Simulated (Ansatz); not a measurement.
# Structural relaxation of a frame of liquid hydrogen fluoride from 293 K (184 atoms), part 2 of 3

Wanted: the relaxed structure of a frame of liquid hydrogen fluoride from 293 K (184 atoms) and its electronic structure.

Ansatz 0.2.0; Kohn-Sham DFT, r2SCAN, PAW (set soft_2), plane waves.

The cell: 92 F and 92 H. The starting topology of bonds comes from the classical model. Only the Γ point is sampled, in a cell whose shortest periodic width is 14 Å.

So far. Step 2 (Single point at the start): The r.m.s. force component of 0.72 eV/Å and the pressure of 2.2 GPa set the starting point.

**3. Relaxation**

With the cell held, the atoms are moved downhill towards a nearby minimum.

input.yaml reads:

```yaml
crystal:
  lattice:
    - [14.46135, 0.0, 0.0]
    - [0.0, 14.46135, 0.0]
    - [0.0, 0.0, 14.46135]
  atoms:
    [... the 184 atom lines of step 2 ...]
kpoints:
  mp_grid: { grid: [1, 1, 1] }
hamiltonian:
  xc: r2scan
scf:
  occupations: { method: fermi_dirac, width: 0.05 }
output:
  forces: true
relax:
  f_tol: 0.03
  max_steps: 200
```

Command:

```bash
> ansatz run input.yaml --threads 8 --pin off --max-ram 15872MiB --backend cpu --events-out ev --progress --plain --runs-dir out
```

Numbers of over 12 decimals in the logs are rounded to 6 here.

What it wrote:

```text
[...]
Crystal: 184 atoms, lattice volume = 3024.311 Å³
Basis set: ecut = 500 eV, 76813 PW (Γ), exchange–correlation on 432×432×432 points (64 copies of the dense FFT grid, shifted against one another)
Bands: 552, of which v1, the nominal top of the filled ones, is band 368 counted from 1 (367 counted from 0)
Symmetry: 1 space group operations
[...]
k-points: 1
[...]
SCF iter   1: F=—  HF=-75981.300362 eV  |F-HF|=—  |Δ(HF+E_count)|=         —  Δρ=8.34e-3  dr2=1.96e0  dr2_τ=6.59e0  ethr=1.77e-3  ⟨swp⟩=6.0  Hψ=2353  notcnv=0  defer=69
[...]
SCF iter   3: F=—  HF=-75980.951351 eV  |F-HF|=—  |Δ(HF+E_count)|=   9.53e-2  Δρ=1.42e-3  dr2=6.43e-2  dr2_τ=4.33e-3  ethr=3.12e-5  ⟨swp⟩=2.0  Hψ=600  notcnv=0  defer=51
automatic band count: iteration 3 solves 426 bands in place of 552: the levels show a gap, and the empty bands left out lie too high to hold charge; the band table lists the bands solved (type scf.n_extra_bands for more)
SCF iter   4: F=—  HF=-75981.001546 eV  |F-HF|=—  |Δ(HF+E_count)|=   5.02e-2  Δρ=2.86e-4  dr2=1.84e-3  dr2_τ=1.70e-4  ethr=8.73e-6  ⟨swp⟩=2.0  Hψ=658  notcnv=0  defer=51
[...]
SCF iter   8: F=-75981.012092 eV  HF=-75981.012083 eV  |F-HF|=8.90e-6  |Δ(HF+E_count)|=   5.63e-5  Δρ=5.24e-6  dr2=5.70e-7  dr2_τ=4.87e-8  ethr=6.10e-10  ⟨swp⟩=3.0  Hψ=1384  notcnv=0
SCF 1 converged in 8 iterations: F = -75981.012092 eV  dr2 = 5.70e-7
[...]
relax step   1: F+E_penalty+E_count = -75981.01209161 eV  Δ(F+E_penalty+E_count) = +0.000e0 eV  max|allowed force component| = 3.502e0 eV/Å  Δτ_max = 0.0000 Å  (8 SCF iters, dr2 threshold 2.25e-5 eV, accepted)
[... from here on, the SCF cycles and remarks between the steps are left out ...]
relax step   2: F+E_penalty+E_count = -75985.91242577 eV  Δ(F+E_penalty+E_count) = -4.900e0 eV  max|allowed force component| = 1.128e0 eV/Å  Δτ_max = 0.1914 Å  (7 SCF iters, dr2 threshold 1.00e-4 eV, accepted)
relax step   3: F+E_penalty+E_count = -75989.47816609 eV  Δ(F+E_penalty+E_count) = -3.566e0 eV  max|allowed force component| = 1.428e0 eV/Å  Δτ_max = 0.1948 Å  (7 SCF iters, dr2 threshold 7.95e-5 eV, accepted)
relax step   4: F+E_penalty+E_count = -75990.84430256 eV  Δ(F+E_penalty+E_count) = -1.366e0 eV  max|allowed force component| = 9.562e-1 eV/Å  Δτ_max = 0.1926 Å  (7 SCF iters, dr2 threshold 1.00e-4 eV, accepted)
relax step   5: F+E_penalty+E_count = -75991.83367872 eV  Δ(F+E_penalty+E_count) = -9.894e-1 eV  max|allowed force component| = 1.034e0 eV/Å  Δτ_max = 0.1941 Å  (7 SCF iters, dr2 threshold 1.00e-4 eV, accepted)
relax step   6: F+E_penalty+E_count = -75992.57388309 eV  Δ(F+E_penalty+E_count) = -7.402e-1 eV  max|allowed force component| = 7.428e-1 eV/Å  Δτ_max = 0.1916 Å  (7 SCF iters, dr2 threshold 1.00e-4 eV, accepted)
relax step   7: F+E_penalty+E_count = -75993.11402623 eV  Δ(F+E_penalty+E_count) = -5.401e-1 eV  max|allowed force component| = 7.638e-1 eV/Å  Δτ_max = 0.1942 Å  (7 SCF iters, dr2 threshold 1.00e-4 eV, accepted)
relax step   8: F+E_penalty+E_count = -75993.54052876 eV  Δ(F+E_penalty+E_count) = -4.265e-1 eV  max|allowed force component| = 2.907e-1 eV/Å  Δτ_max = 0.1937 Å  (7 SCF iters, dr2 threshold 1.00e-4 eV, accepted)
relax step   9: F+E_penalty+E_count = -75993.89283015 eV  Δ(F+E_penalty+E_count) = -3.523e-1 eV  max|allowed force component| = 3.442e-1 eV/Å  Δτ_max = 0.1981 Å  (7 SCF iters, dr2 threshold 1.22e-5 eV, accepted)
relax step  10: F+E_penalty+E_count = -75994.17496917 eV  Δ(F+E_penalty+E_count) = -2.821e-1 eV  max|allowed force component| = 2.945e-1 eV/Å  Δτ_max = 0.1922 Å  (7 SCF iters, dr2 threshold 1.72e-5 eV, accepted)
relax step  11: F+E_penalty+E_count = -75994.39897954 eV  Δ(F+E_penalty+E_count) = -2.240e-1 eV  max|allowed force component| = 5.484e-1 eV/Å  Δτ_max = 0.1914 Å  (7 SCF iters, dr2 threshold 6.35e-5 eV, accepted)
relax step  12: F+E_penalty+E_count = -75994.60307794 eV  Δ(F+E_penalty+E_count) = -2.041e-1 eV  max|allowed force component| = 3.132e-1 eV/Å  Δτ_max = 0.1950 Å  (7 SCF iters, dr2 threshold 1.00e-4 eV, accepted)
relax step  13: F+E_penalty+E_count = -75994.79092122 eV  Δ(F+E_penalty+E_count) = -1.878e-1 eV  max|allowed force component| = 3.127e-1 eV/Å  Δτ_max = 0.1931 Å  (7 SCF iters, dr2 threshold 3.20e-5 eV, accepted)
relax step  14: F+E_penalty+E_count = -75994.93209198 eV  Δ(F+E_penalty+E_count) = -1.412e-1 eV  max|allowed force component| = 2.904e-1 eV/Å  Δτ_max = 0.1950 Å  (7 SCF iters, dr2 threshold 3.19e-5 eV, accepted)
relax step  15: F+E_penalty+E_count = -75995.05381814 eV  Δ(F+E_penalty+E_count) = -1.217e-1 eV  max|allowed force component| = 1.970e-1 eV/Å  Δτ_max = 0.1977 Å  (7 SCF iters, dr2 threshold 7.27e-5 eV, accepted)
relax step  16: F+E_penalty+E_count = -75995.15551138 eV  Δ(F+E_penalty+E_count) = -1.017e-1 eV  max|allowed force component| = 3.753e-1 eV/Å  Δτ_max = 0.1947 Å  (7 SCF iters, dr2 threshold 1.79e-5 eV, accepted)
relax step  17: F+E_penalty+E_count = -75995.26113304 eV  Δ(F+E_penalty+E_count) = -1.056e-1 eV  max|allowed force component| = 2.613e-1 eV/Å  Δτ_max = 0.1946 Å  (7 SCF iters, dr2 threshold 6.48e-5 eV, accepted)
[...]
relax step  60: F+E_penalty+E_count = -75996.29377707 eV  Δ(F+E_penalty+E_count) = +2.828e-4 eV  max|allowed force component| = 3.595e-1 eV/Å  Δτ_max = 0.1588 Å  (7 SCF iters, dr2 threshold 6.66e-6 eV, rejected (line search))
relax step  61: F+E_penalty+E_count = -75996.30550472 eV  Δ(F+E_penalty+E_count) = -1.144e-2 eV  max|allowed force component| = 7.052e-2 eV/Å  Δτ_max = 0.0779 Å  (8 SCF iters, accepted)
[...]
relax step  73: F+E_penalty+E_count = -75996.37122539 eV  Δ(F+E_penalty+E_count) = -1.954e-7 eV  max|allowed force component| = 1.990e-2 eV/Å  Δτ_max = 0.0000 Å  (2 SCF iters, accepted)
relax step  74: F+E_penalty+E_count = -75996.37336325 eV  Δ(F+E_penalty+E_count) = -2.138e-3 eV  max|allowed force component| = 2.039e-1 eV/Å  Δτ_max = 0.1798 Å  (8 SCF iters, accepted)
[...]
relax step  76: F+E_penalty+E_count = -75996.37704127 eV  Δ(F+E_penalty+E_count) = -1.844e-6 eV  max|allowed force component| = 3.817e-2 eV/Å  Δτ_max = 0.0000 Å  (3 SCF iters, accepted)
relax step  77: F+E_penalty+E_count = -75996.37975423 eV  Δ(F+E_penalty+E_count) = -2.713e-3 eV  max|allowed force component| = 2.762e-2 eV/Å  Δτ_max = 0.0509 Å  (8 SCF iters, accepted)
relax step  78: F+E_penalty+E_count = -75996.38528101 eV  Δ(F+E_penalty+E_count) = -5.527e-3 eV  max|allowed force component| = 2.115e-1 eV/Å  Δτ_max = 0.1950 Å  (8 SCF iters, accepted)
[...]
relax step  83: F+E_penalty+E_count = -75996.41445375 eV  Δ(F+E_penalty+E_count) = -5.723e-3 eV  max|allowed force component| = 2.115e-1 eV/Å  Δτ_max = 0.0442 Å  (5 SCF iters, dr2 threshold 1.00e-4 eV, accepted)
relax step  84: F+E_penalty+E_count = -75996.42218482 eV  Δ(F+E_penalty+E_count) = -7.731e-3 eV  max|allowed force component| = 5.901e-2 eV/Å  Δτ_max = 0.1415 Å  (6 SCF iters, dr2 threshold 1.08e-5 eV, accepted)
relax step  85: F+E_penalty+E_count = -75996.42488499 eV  Δ(F+E_penalty+E_count) = -2.700e-3 eV  max|allowed force component| = 2.516e-2 eV/Å  Δτ_max = 0.0575 Å  (8 SCF iters, accepted)
relax step  86: F+E_penalty+E_count = -75996.42818104 eV  Δ(F+E_penalty+E_count) = -3.296e-3 eV  max|allowed force component| = 3.386e-2 eV/Å  Δτ_max = 0.0911 Å  (8 SCF iters, accepted)
relax step  87: F+E_penalty+E_count = -75996.43117913 eV  Δ(F+E_penalty+E_count) = -2.998e-3 eV  max|allowed force component| = 4.823e-2 eV/Å  Δτ_max = 0.0656 Å  (8 SCF iters, accepted)
relax step  88: F+E_penalty+E_count = -75996.43407822 eV  Δ(F+E_penalty+E_count) = -2.899e-3 eV  max|allowed force component| = 7.759e-2 eV/Å  Δτ_max = 0.0703 Å  (7 SCF iters, dr2 threshold 2.33e-6 eV, accepted)
relax step  89: F+E_penalty+E_count = -75996.43609633 eV  Δ(F+E_penalty+E_count) = -2.018e-3 eV  max|allowed force component| = 5.718e-2 eV/Å  Δτ_max = 0.0611 Å  (7 SCF iters, dr2 threshold 6.02e-6 eV, accepted)
relax step  90: F+E_penalty+E_count = -75996.43727104 eV  Δ(F+E_penalty+E_count) = -1.175e-3 eV  max|allowed force component| = 1.685e-1 eV/Å  Δτ_max = 0.0992 Å  (7 SCF iters, dr2 threshold 1.78e-6 eV, accepted)
relax step  91: F+E_penalty+E_count = -75996.44006042 eV  Δ(F+E_penalty+E_count) = -2.789e-3 eV  max|allowed force component| = 5.057e-2 eV/Å  Δτ_max = 0.0209 Å  (5 SCF iters, dr2 threshold 1.54e-5 eV, accepted)
relax step  92: F+E_penalty+E_count = -75996.44134124 eV  Δ(F+E_penalty+E_count) = -1.281e-3 eV  max|allowed force component| = 3.800e-2 eV/Å  Δτ_max = 0.0286 Å  (7 SCF iters, accepted)
relax step  93: F+E_penalty+E_count = -75996.44286043 eV  Δ(F+E_penalty+E_count) = -1.519e-3 eV  max|allowed force component| = 4.911e-2 eV/Å  Δτ_max = 0.0562 Å  (8 SCF iters, accepted)
relax step  94: F+E_penalty+E_count = -75996.44415500 eV  Δ(F+E_penalty+E_count) = -1.295e-3 eV  max|allowed force component| = 6.087e-2 eV/Å  Δτ_max = 0.0746 Å  (7 SCF iters, dr2 threshold 1.36e-6 eV, accepted)
relax step  95: F+E_penalty+E_count = -75996.44520863 eV  Δ(F+E_penalty+E_count) = -1.054e-3 eV  max|allowed force component| = 2.958e-2 eV/Å  Δτ_max = 0.0538 Å  (6 SCF iters, dr2 threshold 3.71e-6 eV, accepted)
relax step  96: F+E_penalty+E_count = -75996.44520936 eV  Δ(F+E_penalty+E_count) = -7.358e-7 eV  max|allowed force component| = 2.950e-2 eV/Å  Δτ_max = 0.0000 Å  (3 SCF iters, accepted)
[...]
SCF iter   2: F=-75996.445209 eV  HF=-75996.445209 eV  |F-HF|=2.11e-8  |Δ(HF+E_count)|=   4.45e-8  Δρ=8.67e-7  dr2=9.72e-9  dr2_τ=2.47e-9  ethr=4.09e-12  ⟨swp⟩=3.0  Hψ=1200  notcnv=0
SCF 97 converged in 2 iterations: F = -75996.445209 eV  dr2 = 9.72e-9
SCF converged after 2 iterations
Free energy (F): -75996.445209 eV
[...]
Internal energy: -75996.445209 eV  (E = F + TS)
E sigma→0 (E₀):  -75996.445209 eV
Fermi energy:    -2.679180 eV
[...]
--- Forces (eV/Å), atoms counted from 1 ---
  atom   1  F      0.00065081    -0.00262125    -0.00117559
  atom   2  H      0.00123010     0.00096608     0.00033773
  atom   3  F     -0.00159358    -0.00233419     0.00074577
  atom   4  H      0.00097439     0.00084773    -0.00021692
  atom   5  F      0.00635167    -0.00003888     0.00263270
  atom   6  H     -0.00522377    -0.00199064    -0.00428992
  atom   7  F      0.00331101     0.00158389     0.00563765
  atom   8  H     -0.00261807    -0.00026963    -0.00221772
  atom   9  F     -0.00169758    -0.00372817     0.00135033
  atom  10  H      0.00065248     0.00043849    -0.00001647
  atom  11  F     -0.00087565     0.00036552    -0.00771313
  atom  12  H     -0.00016145     0.00018457     0.00880352
  atom  13  F     -0.00024981     0.00006305     0.00221314
  atom  14  H      0.00159662    -0.00101215    -0.00220367
[...]
atom 183  F     -0.02485565     0.00808175    -0.00523644
  atom 184  H      0.02949645    -0.00827715     0.00487382
  max |Σ_I F_I| component: 3.76e-4 eV/Å
--- Relaxed structure (96 steps of the walk, 91 accepted, 0 SCFs on fresh bases) ---
  F+E_penalty+E_count = -75996.44520936 eV   max|allowed force component| = 2.950e-2 eV/Å
  atoms:
    - { symbol: F, position: [0.221348, 0.490697, 0.997962] }
    - { symbol: H, position: [0.160022, 0.513544, -0.015067] }
    - { symbol: F, position: [0.066257, 0.552733, -0.037184] }
    - { symbol: H, position: [0.021017, 0.563567, 0.00999442] }
[...]
- { symbol: H, position: [0.562874, 0.754853, 0.424874] }
```

It took 71 min on 8 threads of Intel Xeon at 2.70GHz, shared host; peak memory 8.4 GiB.

The steps of the relaxation (22 of 96):

| step | energy less that of the first step (eV) | largest force component (eV/Å) |
| --- | --- | --- |
| 1 | 0.0000 | 3.5025 |
| 6 | -11.5618 | 0.7428 |
| 10 | -13.1629 | 0.2945 |
| 15 | -14.0417 | 0.1970 |
| 19 | -14.3866 | 0.3853 |
| 24 | -14.5676 | 0.0603 |
| 28 | -14.6358 | 0.0881 |
| 33 | -14.7525 | 0.1918 |
| 37 | -14.8763 | 0.1480 |
| 42 | -15.0439 | 0.3070 |
| 46 | -15.1108 | 1.0079 |
| 51 | -15.2142 | 0.3280 |
| 55 | -15.2645 | 0.0570 |
| 60 | -15.2817 | 0.3595 |
| 64 | -15.3181 | 0.1822 |
| 69 | -15.3485 | 0.0668 |
| 73 | -15.3591 | 0.0199 |
| 78 | -15.3732 | 0.2115 |
| 82 | -15.3966 | 0.4297 |
| 87 | -15.4191 | 0.0482 |
| 91 | -15.4280 | 0.0506 |
| 96 | -15.4331 | 0.0295 |

Relaxation steps 21, 25, 46, 58, 60 were tried and not accepted.

The atoms that moved most (Å):

| atom | dx | dy | dz | length |
| --- | --- | --- | --- | --- |
| F93 | -1.754 | 2.683 | 0.953 | 3.344 |
| F115 | -1.633 | -2.814 | 0.527 | 3.296 |
| F21 | 2.481 | -0.493 | -2.083 | 3.276 |
| H140 | -1.714 | 2.702 | 0.492 | 3.238 |
| H22 | 2.476 | -1.172 | -1.710 | 3.229 |
| F89 | 2.444 | -1.980 | 0.544 | 3.192 |
| F167 | 0.276 | -0.876 | -3.019 | 3.155 |
| H60 | -1.959 | 2.336 | -0.597 | 3.106 |

The relaxation changed the energy by -83.9 meV/atom, and atoms moved by 1.7 Å r.m.s., 3.3 Å at most.

**4. Structure statistics after relaxation**

Density 1.01 g/cm³, 16.44 Å³ an atom.

g(r), total and by pair (bins of 0.1 Å):

| r (Å) | total | F-F | F-H | H-H |
| --- | --- | --- | --- | --- |
| 0.85 | 0.00 | 0.00 | 0.00 | 0.00 |
| 0.95 | 13.80 | 0.00 | 27.50 | 0.00 |
| 1.05 | 0.00 | 0.00 | 0.00 | 0.00 |
| 1.15 | 0.00 | 0.00 | 0.00 | 0.00 |
| 1.25 | 0.00 | 0.00 | 0.00 | 0.00 |
| 1.35 | 0.00 | 0.00 | 0.00 | 0.00 |
| 1.45 | 5.84 | 0.00 | 11.70 | 0.00 |
| 1.55 | 0.24 | 0.00 | 0.49 | 0.00 |
| 1.65 | 0.00 | 0.00 | 0.00 | 0.00 |
| 1.75 | 0.00 | 0.00 | 0.00 | 0.00 |
| 1.85 | 0.00 | 0.00 | 0.00 | 0.00 |
| 1.95 | 0.11 | 0.00 | 0.00 | 0.44 |
| 2.05 | 1.93 | 0.00 | 0.00 | 7.71 |
| 2.15 | 0.93 | 0.00 | 0.00 | 3.72 |
| 2.25 | 0.03 | 0.00 | 0.00 | 0.12 |
| 2.35 | 0.00 | 0.00 | 0.00 | 0.00 |
| 2.45 | 2.19 | 8.76 | 0.00 | 0.00 |
| 2.55 | 0.04 | 0.09 | 0.04 | 0.00 |
| 2.65 | 0.44 | 0.00 | 0.80 | 0.16 |
| 2.75 | 1.13 | 0.07 | 2.00 | 0.45 |
| 2.85 | 1.20 | 0.69 | 1.72 | 0.69 |
| 2.95 | 2.26 | 3.07 | 2.41 | 1.17 |
| 3.05 | 2.14 | 3.48 | 2.21 | 0.67 |
| 3.15 | 1.25 | 1.84 | 0.89 | 1.38 |
| 3.25 | 1.36 | 1.72 | 1.07 | 1.56 |
| 3.35 | 1.38 | 0.91 | 1.54 | 1.52 |
| 3.45 | 1.24 | 0.91 | 1.46 | 1.15 |
| 3.55 | 1.14 | 0.68 | 1.22 | 1.45 |
| 3.65 | 1.04 | 0.60 | 1.13 | 1.28 |
| 3.75 | 0.98 | 0.41 | 0.97 | 1.58 |
| 3.85 | 1.19 | 0.54 | 1.40 | 1.42 |
| 3.95 | 1.07 | 0.69 | 1.09 | 1.39 |
| 4.05 | 1.31 | 1.14 | 1.28 | 1.52 |
| 4.15 | 1.20 | 1.25 | 0.81 | 1.92 |
| 4.25 | 0.99 | 1.29 | 0.91 | 0.85 |
| 4.35 | 0.94 | 1.08 | 0.85 | 0.96 |
| 4.45 | 0.84 | 0.75 | 0.88 | 0.86 |
| 4.55 | 0.88 | 0.85 | 0.96 | 0.74 |
| 4.65 | 0.93 | 1.16 | 0.97 | 0.63 |
| 4.75 | 1.03 | 1.01 | 1.15 | 0.81 |
| 4.85 | 1.08 | 1.02 | 1.11 | 1.08 |
| 4.95 | 1.04 | 1.00 | 1.04 | 1.09 |
| 5.05 | 0.95 | 0.96 | 1.03 | 0.78 |
| 5.15 | 0.90 | 0.96 | 0.85 | 0.94 |

(Continued in part 3 of 3.)

[Logs are printed without paths, hosts, clocks, repeated set-up lines and the standing remarks that a program may print on its own settings, such as how far it seeks lower states.]

[Hosts, paths, dates, database ids (printed as entryN), source tags and the programs' standing remarks are cut or masked in the printed files.]
